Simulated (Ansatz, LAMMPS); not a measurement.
# Relaxing a frame of liquid (Li,Na,Cs)(Cl,I) from 1200 K (60 atoms), part 2 of 3

How does a frame of liquid (Li,Na,Cs)(Cl,I) from 1200 K (60 atoms) relax, and what do bonds, charges and levels look like afterwards?

Ansatz 0.2.0; Kohn-Sham DFT, PBE, PAW (set soft_2), plane waves.

The cell: 10 Li, 16 Na, 4 Cs, 21 Cl and 9 I. The starting topology of bonds comes from the classical model. The ion parameters were fitted for water, not for melts. Only the Γ point is sampled, in a cell whose shortest periodic width is 13 Å. Spin–orbit coupling is left out.

So far. Step 3 (Single point at the start): The r.m.s. force component of 0.34 eV/Å and the pressure of -0.49 GPa set the starting point.

### Step 4. Relaxation

With the cell held, the atoms are moved downhill towards a nearby minimum.

Input file input.yaml:

```yaml
crystal:
  lattice:
    - [12.9684, 0.0, 0.0]
    - [0.0, 12.9684, 0.0]
    - [0.0, 0.0, 12.9684]
  atoms:
    [... the 60 atom lines of step 3 ...]
kpoints:
  mp_grid: { grid: [1, 1, 1] }
hamiltonian:
  xc: pbe
scf:
  occupations: { method: fixed }
output:
  forces: true
relax:
  f_tol: 0.03
  max_steps: 200
```

Started as:

```
> ansatz run input.yaml --threads 4 --pin off --max-ram 8192MiB --backend cpu --events-out ev --progress --plain --runs-dir out
```

Numbers of over 12 decimals in the logs are rounded to 6 here.

The program printed:

```text
[...]
Crystal: 60 atoms, lattice volume = 2181.018 Å³
Basis set: ecut = 420 eV, 42691 PW (Γ), exchange–correlation on 180×180×180 points (8 copies of the dense FFT grid, shifted against one another)
Bands: 315, of which v1, the nominal top of the filled ones, is band 255 counted from 1 (254 counted from 0)
Symmetry: 1 space group operations
[...]
k-points: 1
[...]
SCF iter   1: F=—  HF=-138887.162483 eV  |F-HF|=—  |Δ(HF+E_count)|=         —  Δρ=8.65e-4  dr2=6.37e-2  ethr=1.77e-3  ⟨swp⟩=7.0  Hψ=921  notcnv=0  defer=58
[...]
SCF iter   6: F=-138887.150289 eV  HF=-138887.150289 eV  |F-HF|=8.20e-7  |Δ(HF+E_count)|=   4.53e-6  Δρ=4.78e-6  dr2=8.11e-7  ethr=1.59e-9  ⟨swp⟩=2.0  Hψ=1059  notcnv=0
SCF 1 converged in 6 iterations: F = -138887.150289 eV  dr2 = 8.11e-7
[...]
relax step   1: F+E_penalty+E_count = -138887.15028949 eV  Δ(F+E_penalty+E_count) = +0.000e0 eV  max|allowed force component| = 9.626e-1 eV/Å  Δτ_max = 0.0000 Å  (6 SCF iters, dr2 threshold 2.25e-5 eV, accepted)
[...]
relax step   2: F+E_penalty+E_count = -138889.10802597 eV  Δ(F+E_penalty+E_count) = -1.958e0 eV  max|allowed force component| = 5.720e-1 eV/Å  Δτ_max = 0.1947 Å  (6 SCF iters, dr2 threshold 5.79e-5 eV, accepted)
[...]
relax step   3: F+E_penalty+E_count = -138890.56532226 eV  Δ(F+E_penalty+E_count) = -1.457e0 eV  max|allowed force component| = 3.301e-1 eV/Å  Δτ_max = 0.1949 Å  (6 SCF iters, dr2 threshold 2.04e-5 eV, accepted)
relax step   4: F+E_penalty+E_count = -138891.40903665 eV  Δ(F+E_penalty+E_count) = -8.437e-1 eV  max|allowed force component| = 2.171e-1 eV/Å  Δτ_max = 0.1952 Å  (6 SCF iters, dr2 threshold 3.63e-5 eV, accepted)
relax step   5: F+E_penalty+E_count = -138891.90574523 eV  Δ(F+E_penalty+E_count) = -4.967e-1 eV  max|allowed force component| = 1.639e-1 eV/Å  Δτ_max = 0.1931 Å  (6 SCF iters, dr2 threshold 1.57e-5 eV, accepted)
relax step   6: F+E_penalty+E_count = -138892.28658111 eV  Δ(F+E_penalty+E_count) = -3.808e-1 eV  max|allowed force component| = 1.307e-1 eV/Å  Δτ_max = 0.1937 Å  (6 SCF iters, dr2 threshold 1.16e-5 eV, accepted)
relax step   7: F+E_penalty+E_count = -138892.60899890 eV  Δ(F+E_penalty+E_count) = -3.224e-1 eV  max|allowed force component| = 1.063e-1 eV/Å  Δτ_max = 0.1950 Å  (6 SCF iters, dr2 threshold 9.74e-6 eV, accepted)
relax step   8: F+E_penalty+E_count = -138892.90030184 eV  Δ(F+E_penalty+E_count) = -2.913e-1 eV  max|allowed force component| = 1.142e-1 eV/Å  Δτ_max = 0.1951 Å  (6 SCF iters, dr2 threshold 7.19e-6 eV, accepted)
relax step   9: F+E_penalty+E_count = -138893.09336588 eV  Δ(F+E_penalty+E_count) = -1.931e-1 eV  max|allowed force component| = 1.463e-1 eV/Å  Δτ_max = 0.1948 Å  (6 SCF iters, dr2 threshold 8.63e-6 eV, accepted)
relax step  10: F+E_penalty+E_count = -138893.20821818 eV  Δ(F+E_penalty+E_count) = -1.149e-1 eV  max|allowed force component| = 8.705e-2 eV/Å  Δτ_max = 0.1922 Å  (5 SCF iters, dr2 threshold 2.14e-5 eV, accepted)
relax step  11: F+E_penalty+E_count = -138893.31981436 eV  Δ(F+E_penalty+E_count) = -1.116e-1 eV  max|allowed force component| = 6.866e-2 eV/Å  Δτ_max = 0.2000 Å  (6 SCF iters, dr2 threshold 2.68e-6 eV, accepted)
relax step  12: F+E_penalty+E_count = -138893.44288988 eV  Δ(F+E_penalty+E_count) = -1.231e-1 eV  max|allowed force component| = 5.022e-2 eV/Å  Δτ_max = 0.1967 Å  (6 SCF iters, dr2 threshold 1.67e-6 eV, accepted)
relax step  13: F+E_penalty+E_count = -138893.55510503 eV  Δ(F+E_penalty+E_count) = -1.122e-1 eV  max|allowed force component| = 1.074e-1 eV/Å  Δτ_max = 0.1953 Å  (7 SCF iters, dr2 threshold 1.35e-6 eV, accepted)
relax step  14: F+E_penalty+E_count = -138893.66428358 eV  Δ(F+E_penalty+E_count) = -1.092e-1 eV  max|allowed force component| = 8.192e-2 eV/Å  Δτ_max = 0.1990 Å  (6 SCF iters, dr2 threshold 6.17e-6 eV, accepted)
relax step  15: F+E_penalty+E_count = -138893.74458797 eV  Δ(F+E_penalty+E_count) = -8.030e-2 eV  max|allowed force component| = 1.142e-1 eV/Å  Δτ_max = 0.1908 Å  (6 SCF iters, dr2 threshold 3.91e-6 eV, accepted)
relax step  16: F+E_penalty+E_count = -138893.81542242 eV  Δ(F+E_penalty+E_count) = -7.083e-2 eV  max|allowed force component| = 1.017e-1 eV/Å  Δτ_max = 0.1952 Å  (6 SCF iters, dr2 threshold 7.59e-6 eV, accepted)
relax step  17: F+E_penalty+E_count = -138893.88240413 eV  Δ(F+E_penalty+E_count) = -6.698e-2 eV  max|allowed force component| = 1.759e-1 eV/Å  Δτ_max = 0.1905 Å  (6 SCF iters, dr2 threshold 8.21e-6 eV, accepted)
relax step  18: F+E_penalty+E_count = -138893.96429059 eV  Δ(F+E_penalty+E_count) = -8.189e-2 eV  max|allowed force component| = 8.303e-2 eV/Å  Δτ_max = 0.1907 Å  (5 SCF iters, dr2 threshold 2.45e-5 eV, accepted)
relax step  19: F+E_penalty+E_count = -138894.04208392 eV  Δ(F+E_penalty+E_count) = -7.779e-2 eV  max|allowed force component| = 7.854e-2 eV/Å  Δτ_max = 0.1961 Å  (6 SCF iters, dr2 threshold 1.54e-6 eV, accepted)
relax step  20: F+E_penalty+E_count = -138894.09099298 eV  Δ(F+E_penalty+E_count) = -4.891e-2 eV  max|allowed force component| = 1.028e-1 eV/Å  Δτ_max = 0.1940 Å  (6 SCF iters, dr2 threshold 1.38e-6 eV, accepted)
relax step  21: F+E_penalty+E_count = -138894.13624877 eV  Δ(F+E_penalty+E_count) = -4.526e-2 eV  max|allowed force component| = 4.115e-2 eV/Å  Δτ_max = 0.2000 Å  (6 SCF iters, dr2 threshold 9.46e-6 eV, accepted)
relax step  22: F+E_penalty+E_count = -138894.16938853 eV  Δ(F+E_penalty+E_count) = -3.314e-2 eV  max|allowed force component| = 5.898e-2 eV/Å  Δτ_max = 0.1919 Å  (7 SCF iters, accepted)
relax step  23: F+E_penalty+E_count = -138894.18709535 eV  Δ(F+E_penalty+E_count) = -1.771e-2 eV  max|allowed force component| = 7.775e-2 eV/Å  Δτ_max = 0.1379 Å  (7 SCF iters, accepted)
relax step  24: F+E_penalty+E_count = -138894.20068817 eV  Δ(F+E_penalty+E_count) = -1.359e-2 eV  max|allowed force component| = 4.532e-2 eV/Å  Δτ_max = 0.0869 Å  (5 SCF iters, dr2 threshold 6.04e-6 eV, accepted)
relax step  25: F+E_penalty+E_count = -138894.21102813 eV  Δ(F+E_penalty+E_count) = -1.034e-2 eV  max|allowed force component| = 3.449e-2 eV/Å  Δτ_max = 0.0614 Å  (7 SCF iters, accepted)
relax step  26: F+E_penalty+E_count = -138894.22007936 eV  Δ(F+E_penalty+E_count) = -9.051e-3 eV  max|allowed force component| = 3.764e-2 eV/Å  Δτ_max = 0.0896 Å  (7 SCF iters, accepted)
relax step  27: F+E_penalty+E_count = -138894.22629438 eV  Δ(F+E_penalty+E_count) = -6.215e-3 eV  max|allowed force component| = 3.429e-2 eV/Å  Δτ_max = 0.0571 Å  (7 SCF iters, accepted)
relax step  28: F+E_penalty+E_count = -138894.23125990 eV  Δ(F+E_penalty+E_count) = -4.966e-3 eV  max|allowed force component| = 2.338e-2 eV/Å  Δτ_max = 0.0538 Å  (6 SCF iters, dr2 threshold 9.76e-7 eV, accepted)
relax step  29: F+E_penalty+E_count = -138894.23125991 eV  Δ(F+E_penalty+E_count) = -1.641e-8 eV  max|allowed force component| = 2.337e-2 eV/Å  Δτ_max = 0.0000 Å  (2 SCF iters, accepted)
relax step  30: F+E_penalty+E_count = -138894.23359350 eV  Δ(F+E_penalty+E_count) = -2.334e-3 eV  max|allowed force component| = 1.667e-2 eV/Å  Δτ_max = 0.0269 Å  (6 SCF iters, accepted)
relax step  31: F+E_penalty+E_count = -138894.23552908 eV  Δ(F+E_penalty+E_count) = -1.936e-3 eV  max|allowed force component| = 1.244e-2 eV/Å  Δτ_max = 0.0395 Å  (6 SCF iters, accepted)
[...]
relax step  32: F+E_penalty+E_count = -138894.23658270 eV  Δ(F+E_penalty+E_count) = -1.054e-3 eV  max|allowed force component| = 1.571e-2 eV/Å  Δτ_max = 0.0461 Å  (6 SCF iters, accepted)
SCF converged after 6 iterations
Free energy (F): -138894.236583 eV
[...]
Internal energy: -138894.236583 eV  (E = F + TS)
E sigma→0 (E₀):  -138894.236583 eV
Fermi energy:    0.563380 eV
[...]
--- Forces (eV/Å), atoms counted from 1 ---
  atom   1  Li    -0.00477778    -0.00245707    -0.00173657
  atom   2  Li     0.00110712    -0.00123681     0.00105366
  atom   3  Li     0.00389267    -0.00479409     0.00174897
  atom   4  Li     0.00528299    -0.00025536    -0.00173832
  atom   5  Li    -0.00023146     0.00398041    -0.00166997
  atom   6  Li     0.00162147     0.00214307    -0.00143713
  atom   7  Li     0.00241467    -0.00202261    -0.00115158
  atom   8  Li    -0.00076730    -0.00164396     0.00517532
  atom   9  Li     0.00148050    -0.01008817    -0.01248155
  atom  10  Li     0.00305924    -0.00033024    -0.00303213
  atom  11  Na     0.00569032     0.00220594     0.00010466
  atom  12  Na     0.00673046    -0.00641386     0.00312695
  atom  13  Na    -0.00109899     0.00356799    -0.00367692
  atom  14  Na     0.00626410     0.00273649     0.00516478
[...]
atom  59  I     -0.00047950    -0.00444398     0.00012705
  atom  60  I     -0.00526412     0.00450840    -0.00423417
  max |Σ_I F_I| component: 1.39e-4 eV/Å
--- Relaxed structure (32 steps of the walk, 32 accepted, 0 SCFs on fresh bases) ---
  F+E_penalty+E_count = -138894.23658270 eV   max|allowed force component| = 1.571e-2 eV/Å
  atoms:
    - { symbol: Li, position: [0.410760, 0.051345, 0.689290] }
    - { symbol: Li, position: [0.782213, 0.073393, 0.586599] }
    - { symbol: Li, position: [0.412996, 0.429263, 0.400806] }
    - { symbol: Li, position: [0.584608, 0.652625, 0.323043] }
[...]
- { symbol: I, position: [0.282324, 0.666551, 0.328537] }
```

Elapsed: 10 min, on 4 threads of Arm Neoverse N1, shared host; peak memory 2.3 GiB; 40 min of CPU time.

Relaxation path (22 of 32):

```csv
step,energy less that of the first step (eV),largest force component (eV/Å)
1,0.0000,0.9626
2,-1.9577,0.5720
4,-4.2587,0.2171
5,-4.7555,0.1639
7,-5.4587,0.1063
8,-5.7500,0.1142
10,-6.0579,0.0871
11,-6.1695,0.0687
13,-6.4048,0.1074
14,-6.5140,0.0819
16,-6.6651,0.1017
17,-6.7321,0.1759
19,-6.8918,0.0785
20,-6.9407,0.1028
22,-7.0191,0.0590
23,-7.0368,0.0777
25,-7.0607,0.0345
26,-7.0698,0.0376
28,-7.0810,0.0234
29,-7.0810,0.0234
31,-7.0852,0.0124
32,-7.0863,0.0157
```

The atoms that moved most (Å):

| atom | dx | dy | dz | length |
| --- | --- | --- | --- | --- |
| Cl43 | 0.763 | -1.367 | 1.902 | 2.464 |
| Na24 | -1.579 | -0.520 | -0.435 | 1.718 |
| Na22 | -0.901 | 0.939 | 0.929 | 1.599 |
| Na12 | 1.303 | -0.779 | 0.427 | 1.577 |
| Cl44 | 1.356 | -0.287 | -0.614 | 1.516 |
| Cs30 | -0.042 | -1.087 | -0.849 | 1.380 |
| Na19 | -0.123 | -0.453 | -1.267 | 1.351 |
| Li6 | 1.084 | -0.082 | 0.736 | 1.313 |

The relaxation changed the energy by -118 meV/atom, and atoms moved by 0.96 Å r.m.s., 2.5 Å at most.

### Step 5. Structure statistics after relaxation

Bonds before and after, by the cutoffs listed below:

```csv
pair,bonds before,bonds after,mean before (Å),mean after (Å),spread before (Å),spread after (Å)
Cl-Na,45,52,2.883,2.816,0.194,0.105
Cl-Li,21,23,2.522,2.358,0.138,0.052
Na-I,13,19,3.184,3.298,0.287,0.178
Li-I,13,14,2.909,2.874,0.274,0.153
I-Cs,6,7,3.729,3.884,0.261,0.205
```

Density 2.17 g/cm³, 36.35 Å³ an atom.

Pair distribution functions g(r), in bins of 0.2 Å:

```csv
r (Å),total,Cl-Cl,Cl-Na,Cl-Li,Cl-I,Cl-Cs,Na-Na
2.20,0.10,0.00,0.00,0.83,0.00,0.00,0.00
2.40,1.82,0.00,0.00,15.61,0.00,0.00,0.00
2.60,0.55,0.00,1.80,0.65,0.00,0.00,0.00
2.80,2.71,0.00,12.25,0.00,0.00,0.00,0.00
3.00,0.92,0.00,2.66,0.00,0.00,0.00,0.00
3.20,0.56,0.00,0.26,0.00,0.00,0.00,0.00
3.40,0.62,0.00,0.45,0.00,0.00,2.64,0.00
3.60,1.12,1.81,0.21,0.31,0.00,7.28,1.52
3.80,0.94,2.18,0.00,0.28,0.61,1.47,1.43
4.00,1.29,2.47,0.00,0.00,2.59,0.66,3.42
4.20,1.23,2.21,0.29,0.23,3.36,0.60,1.93
4.40,0.87,1.21,0.53,0.00,1.65,0.53,1.04
4.60,1.16,2.25,0.49,0.97,2.15,0.47,1.59
4.80,0.90,0.86,0.33,1.08,0.79,0.00,1.17
5.00,0.90,0.32,0.30,1.98,1.46,0.42,1.09
5.20,0.95,0.59,0.67,2.01,1.70,0.39,0.74
5.40,0.91,0.96,1.15,1.14,0.62,1.42,1.16
5.60,0.80,1.00,0.90,0.92,0.29,0.32,0.65
5.80,1.10,0.69,1.69,0.86,0.96,0.92,0.40
6.00,1.16,0.43,1.72,1.60,0.76,0.87,0.57
6.20,1.12,0.92,1.80,1.19,1.07,2.15,0.53
6.40,0.62,0.19,0.76,0.51,0.56,1.01,0.00
```

Bonds by pair of elements; cutoffs follow the first minimum of g(r), held within bounds set by covalent radii, and pairs that aren't listed don't count as bonded:

| pair A-B | cutoff (Å) | bonds | mean length (Å) | spread (Å) | shortest (Å) | B about A | A about B |
| --- | --- | --- | --- | --- | --- | --- | --- |
| Cl-Na | 3.27 | 52 | 2.82 | 0.105 | 2.66 | 2.48 | 3.25 |
| Cl-Li | 2.88 | 23 | 2.36 | 0.052 | 2.25 | 1.09 | 2.3 |
| Cl-Cs | 4.05 | 15 | 3.59 | 0.146 | 3.40 | 0.714 | 3.75 |
| Na-I | 3.88 | 19 | 3.30 | 0.178 | 3.06 | 1.19 | 2.11 |
| Li-I | 3.43 | 14 | 2.87 | 0.153 | 2.63 | 1.4 | 1.56 |
| I-Cs | 4.48 | 7 | 3.88 | 0.205 | 3.71 | 0.778 | 1.75 |

The cutoff for Cl-Cs falls short of the minimum of g(r), so counts run low and odd coordinations can be artefacts.

How many atoms have how many bonded neighbours:

| element | mean | 3 | 4 | 5 | 6 | 7 |
| --- | --- | --- | --- | --- | --- | --- |
| Cl | 4.29 | 2 | 11 | 8 | 0 | 0 |
| Cs | 5.5 | 0 | 0 | 3 | 0 | 1 |
| I | 4.44 | 1 | 4 | 3 | 1 | 0 |
| Li | 3.7 | 3 | 7 | 0 | 0 | 0 |
| Na | 4.44 | 0 | 9 | 7 | 0 | 0 |

Bond angles, per cent of each kind in bins of 5°:

```csv
angle (°),Cl-Na-Cl,Na-Cl-Na,Cl-Na-I,Li-Cl-Na,Cs-Cl-Na
70–75,3.0,0.0,4.0,4.9,0.0
75–80,6.1,2.0,6.0,4.9,3.0
80–85,13.6,15.7,10.0,17.1,18.2
85–90,7.6,13.7,12.0,9.8,12.1
90–95,12.1,9.8,12.0,7.3,18.2
95–100,7.6,17.6,14.0,4.9,3.0
100–105,7.6,3.9,6.0,9.8,12.1
105–110,6.1,5.9,6.0,12.2,3.0
110–115,6.1,3.9,6.0,2.4,6.1
115–120,6.1,3.9,2.0,0.0,0.0
120–125,0.0,0.0,2.0,4.9,6.1
125–130,1.5,3.9,0.0,4.9,3.0
130–135,3.0,3.9,0.0,0.0,3.0
135–140,1.5,2.0,8.0,0.0,0.0
140–145,0.0,2.0,4.0,4.9,3.0
145–150,3.0,2.0,0.0,2.4,6.1
150–155,3.0,0.0,2.0,4.9,0.0
155–160,0.0,0.0,2.0,0.0,0.0
160–165,3.0,2.0,2.0,2.4,0.0
165–170,6.1,2.0,2.0,0.0,3.0
170–175,3.0,3.9,0.0,0.0,0.0
175–180,0.0,2.0,0.0,2.4,0.0
```

Bond angles (no mean is given where the spread exceeds 20°):

```csv
angle,count,mean (°),spread (°)
Cl-Na-Cl,66,-,-
Na-Cl-Na,51,-,-
Cl-Na-I,50,-,-
Li-Cl-Na,41,-,-
Cs-Cl-Na,33,-,-
```

Bond length by coordination (bonds to H left out):

```
element  coordination  atoms  mean bond length (Å)
     Cl             3      2                  2.52
     Cl             4     11                  2.77
     Cl             5      8                  2.94
     Cs             5      3                  3.70
     Cs             7      1                  3.66
      I             3      1                  3.00
      I             4      4                  3.33
      I             5      3                  3.24
      I             6      1                  3.21
     Li             3      3                  2.44
     Li             4      7                  2.59
     Na             4      9                  2.90
     Na             5      7                  2.99
```

For some of the pairs, g(r) has its first main peak near 2.8 Å (Cl-Na), 2.4 Å (Cl-Li), 4.2 Å (Cl-I) and 3.5 Å (Cl-Cs).

(Continued in part 3 of 3.)

[Logs are printed without paths, hosts, clocks, repeated set-up lines and the standing remarks that a program may print on its own settings, such as how far it seeks lower states.]

[Hosts, paths, dates, database ids (printed as entryN), source tags and the programs' standing remarks are cut or masked in the printed files.]
